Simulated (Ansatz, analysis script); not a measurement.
# Stoner picture of a free-standing triangular Ti monolayer, spacing 3.288 Å, part 2 of 2

Is a free-standing triangular Ti monolayer, spacing 3.288 Å magnetic, nearly magnetic or plainly paramagnetic? E(M) and M(B) tell.

Ansatz 0.2.0; PBEsol, PAW set soft_1 (files made for PBE).

So far. Step 8 (Total moment fixed at 1.389 μB): The energy is -114 meV from the state without spin, and the largest site carries 1.03 μB.

### 9. Total moment fixed at 2.5 μB

Level of this step: Ansatz DFT, collinear, total moment fixed by two Fermi levels; PBEsol, PAW set soft_1; PAW set soft_1 (Ansatz).

The input, input.yaml:

```yaml
crystal:
  lattice:
    - [3.288, 0.0, 0.0]
    - [-1.644, 2.847492, 0.0]
    - [0.0, 0.0, 14.0]
  atoms:
    - { symbol: Ti, position: [0.0, 0.0, 0.5], spin: 2.5 }
magnetization:
  spin_polarized: true
  initial_magnetization: 2.5
  spin_locking: { lock_magnetization: hard }
kpoints:
  mp_grid: { grid: [19, 19, 1] }
hamiltonian:
  xc: pbesol
  pseudopotentials: { kind: paw, azcp: { folder: soft_1 }, xc_functional: pbe }
scf:
  occupations: { method: fermi_dirac, width: 0.1 }
  max_iter: 120
  convergence: { dr2_threshold: 1.0e-08 }
  lower_state_search: "off"
basis:
  ecutwfc: 420.0
```

Started as:

```
$ ansatz run input.yaml --threads 1 --pin off --max-ram 2560MiB --backend cpu --events-out ev --progress --plain --runs-dir out
```

Numbers of over 12 decimals in the logs are rounded to 6 here.

Log:

```text
[...]
Crystal: 1 atoms, lattice volume = 131.076 Å³
Basis set: ecut = 420 eV, 2627 PW (Γ)
Bands: 12, of which v1, the nominal top of the filled ones, is band 6 counted from 1 (5 counted from 0)
Symmetry: 24 space group operations
[...]
k-points: 40 of 361
[...]
Starting moments: Σ|m| = 2.5 μB on 1 of 1 site
[...]
Magnetization: 2.5000 μB (7.2500 up, 4.7500 down)
Absolute magnetization: 2.5001 μB (∫|ρ↑−ρ↓|, with the PAW one-centre terms)
[...]
Per-site moments (μB) at R_I (Å): [(1.864986, 1.356300)]
Free energy (F): -2471.109975 eV
[...]
Internal energy: -2471.015326 eV  (E = F + TS)
E sigma→0 (E₀):  -2471.062650 eV
Entropy (-TS):   -0.094648 eV (-94.648 meV/atom)
Fermi energy:    -1.546743 (↑ -1.535970, ↓ -1.557516) eV
[...]
[key lines of the parts left out:]
SCF converged after 10 iterations
```

Run time: 5.1 s. Hardware: 1 thread of Arm Neoverse V2, shared host; peak memory 0.42 GiB.

The energy is -266 meV from the state without spin, and the largest site carries 1.86 μB.

The other 5 runs of this kind were made alike; their results stand in the table below.

### 10. No field, tight threshold

A field gives a second route to the same curve. A thousand tesla shift each spin by 58 meV, and the threshold is tightened so that small induced moments are resolved.

input.yaml, the sections that differ from step 9:

```yaml
crystal:
  lattice:
    - [3.288, 0.0, 0.0]
    - [-1.644, 2.847492, 0.0]
    - [0.0, 0.0, 14.0]
  atoms:
    - { symbol: Ti, position: [0.0, 0.0, 0.5], spin: 1.84 }
magnetization:
  spin_polarized: true
scf:
  occupations: { method: fermi_dirac, width: 0.1 }
  max_iter: 120
  convergence: { dr2_threshold: 1.0e-10 }
  lower_state_search: "off"
# kpoints, hamiltonian, basis: as in step 9
```

Log:

```text
[...]
Crystal: 1 atoms, lattice volume = 131.076 Å³
Basis set: ecut = 420 eV, 2627 PW (Γ)
Bands: 11, of which v1, the nominal top of the filled ones, is band 6 counted from 1 (5 counted from 0)
Symmetry: 24 space group operations
[...]
k-points: 40 of 361
[...]
Starting moments: Σ|m| = 1.84 μB on 1 of 1 site
[...]
SCF converged after 14 iterations
Magnetization: 2.4679 μB (7.2340 up, 4.7660 down)
Absolute magnetization: 2.4680 μB (∫|ρ↑−ρ↓|, with the PAW one-centre terms)
[...]
Per-site moments (μB) at R_I (Å): [(1.842356, 1.356300)]
Free energy (F): -2471.110149 eV
[...]
Internal energy: -2471.015653 eV  (E = F + TS)
E sigma→0 (E₀):  -2471.062901 eV
Entropy (-TS):   -0.094495 eV (-94.495 meV/atom)
Fermi energy:    -1.536264 eV
[...]
```

Elapsed: 6.4 s, on 1 thread; peak memory 0.42 GiB.

The net moment is 2.47 μB a cell.

### 11. Field of 2000 T

input.yaml: that of step 10 with these lines changed.

```diff
@@ -9,2 +9,3 @@
   spin_polarized: true
+  magnetic_field: 2000.0
 kpoints:
```

Log:

```text
[...]
Crystal: 1 atoms, lattice volume = 131.076 Å³
Basis set: ecut = 420 eV, 2627 PW (Γ)
Bands: 11, of which v1, the nominal top of the filled ones, is band 6 counted from 1 (5 counted from 0)
Symmetry: 24 space group operations
[...]
k-points: 40 of 361
[...]
Starting moments: Σ|m| = 1.84 μB on 1 of 1 site
[...]
SCF converged after 15 iterations
Magnetization: 2.8854 μB (7.4427 up, 4.5573 down)
Absolute magnetization: 2.8854 μB (∫|ρ↑−ρ↓|, with the PAW one-centre terms)
[...]
Per-site moments (μB) at R_I (Å): [(2.129780, 1.356300)]
Free energy (F): -2471.418813 eV
[...]
Internal energy: -2471.325317 eV  (E = F + TS)
E sigma→0 (E₀):  -2471.372065 eV
Entropy (-TS):   -0.093496 eV (-93.496 meV/atom)
Fermi energy:    -1.638344 eV
[...]
```

Run time: 6.4 s. Hardware: 1 thread; peak memory 0.42 GiB.

The net moment is 2.88 μB a cell.

2 more runs differ from these in the same keys alone and are tabled below.

### 12. Another try

A test of how the program answers to a changed input.

input.yaml, the sections that differ from step 11:

```yaml
crystal:
  lattice:
    - [3.288, 0.0, 0.0]
    - [-1.644, 2.847492, 0.0]
    - [0.0, 0.0, 14.0]
  atoms:
    - { symbol: Ti, position: [0.0, 0.0, 0.5], spin: 1.389 }
magnetization:
  spin_polarized: true
  initial_magnetization: 1.389
  spin_locking: { lock_magnetization: hard }
  noncollinear: true
scf:
  occupations: { method: fermi_dirac, width: 0.1 }
  max_iter: 100
  convergence: { dr2_threshold: 1.0e-08 }
  lower_state_search: "off"
# kpoints, hamiltonian, basis: as in step 11
```

Started as:

```
$ ansatz run input.yaml --threads 2 --pin off --max-ram 5120MiB --backend cpu --events-out ev --progress --plain --runs-dir out
```

Log:

```text
Error: 3 input errors — fix all and re-run
  1. inconsistent input (magnetization.noncollinear, magnetization.spin_polarized): are mutually exclusive — non-collinear runs carry the full vector magnetisation; drop spin_polarized
  2. inconsistent input (magnetization.initial_magnetization, magnetization.noncollinear): a scalar total moment does not define a direction under noncollinear: true — seed per-atom `spin:`/`spin_axis:` or `per_species` instead
  3. inconsistent input (magnetization.spin_locking.lock_magnetization, magnetization.noncollinear): is not supported with noncollinear: true — a scalar total-moment target does not define a direction; lock the per-atom seeds with lock_spins (vector lock) or lock_directions (direction lock) instead
```

Wall time 0.02 s (2 threads); peak memory 0.041 GiB.

The input was rejected at the start.

The program's message: “Error: 3 input errors — fix all and re-run”

The change that led to it: magnetization.

### 13. The curves

The energy less the state without spin by total moment:

| total moment (μB/cell) | energy less the state without spin (meV/cell) |
| --- | --- |
| 0.00 | 0 |
| 0.28 | -4.71 |
| 0.56 | -18.8 |
| 0.83 | -41.9 |
| 1.11 | -74.0 |
| 1.39 | -114 |
| 1.67 | -162 |
| 1.94 | -212 |
| 2.22 | -254 |
| 2.50 | -266 |

The field that holds a moment is half the difference of the two Fermi levels over μB.

Field that holds the moment against total moment:

```csv
total moment (μB/cell),field that holds the moment (T)
0.278,-584
0.556,-1161
0.833,-1723
1.111,-2262
1.389,-2745
1.667,-3098
1.944,-3080
2.222,-1785
2.500,186
```

The total moment by field:

```
field (T)  total moment (μB/cell)
        0                    2.47
      500                    2.56
     1000                    2.66
     2000                    2.89
```

A Landau fit E = a2 M² + a4 M⁴ + a6 M⁶ (meV, μB) and the Stoner form E ≈ M² (1/2N − I/4), with the slope taken at the first fixed moment:

Numbers from this step:

| Property | Result |
| --- | --- |
| density of states at the Fermi level, no spin | 5.852 states/eV/cell, both spins, broadened by the smearing |
| Landau coefficients a2, a4, a6 | -56.89, -3.030, 0.8505 meV/μB², meV/μB^4, meV/μB^6 |
| r.m.s. miss of the Landau fit | 0.9200 meV |
| Stoner parameter I | 0.5851 eV, of the cell |
| I·N/2 | 1.712 I N / 2 from the slope at the first moment; over 1: unstable to a moment |

### 14. Outcome

```
state of the free run                              : ferromagnetic
net moment of the free run                         : 2.47 μB
energy of the free run from the state without spin : -266 meV a cell
lowest of the fixed moments tried                  : M = 2.5 μB, -266 meV
dM/dB between 0 and 500 T                          : 0.179 μB a cell per 1000 T
```

In words: At this level the system is magnetic: the free run keeps 1.84 μB on the largest site. No other order was typed. Among the fixed moments, E(M) falls 266 meV below the state without spin and is lowest near 2.5 μB on this grid. I·N/2 = 1.7 is over 1, so the state without spin is unstable to a uniform moment. The field acts on spins alone. The 13 fixed-moment and field runs took 76 s of wall time, added up. Energies are free energies at a smearing of 0.1 eV, and with partly filled levels differences shift, at times strongly, as the smearing goes to zero. The cell was taken as built, with atoms unrelaxed. In doubt: the program's search for lower states was switched off, so a lower magnetic state than those reached may exist.

[Logs and program files are shortened in this print: banners, set-up blocks, solver, clock and traceback lines can be left out without a mark of their own.]

[Logs are printed without paths, hosts, clocks, repeated set-up lines and the standing remarks that a program may print on its own settings, such as how far it seeks lower states.]

[Hosts, paths, dates, database ids (printed as entryN), source tags and the programs' standing remarks are cut or masked in the printed files.]
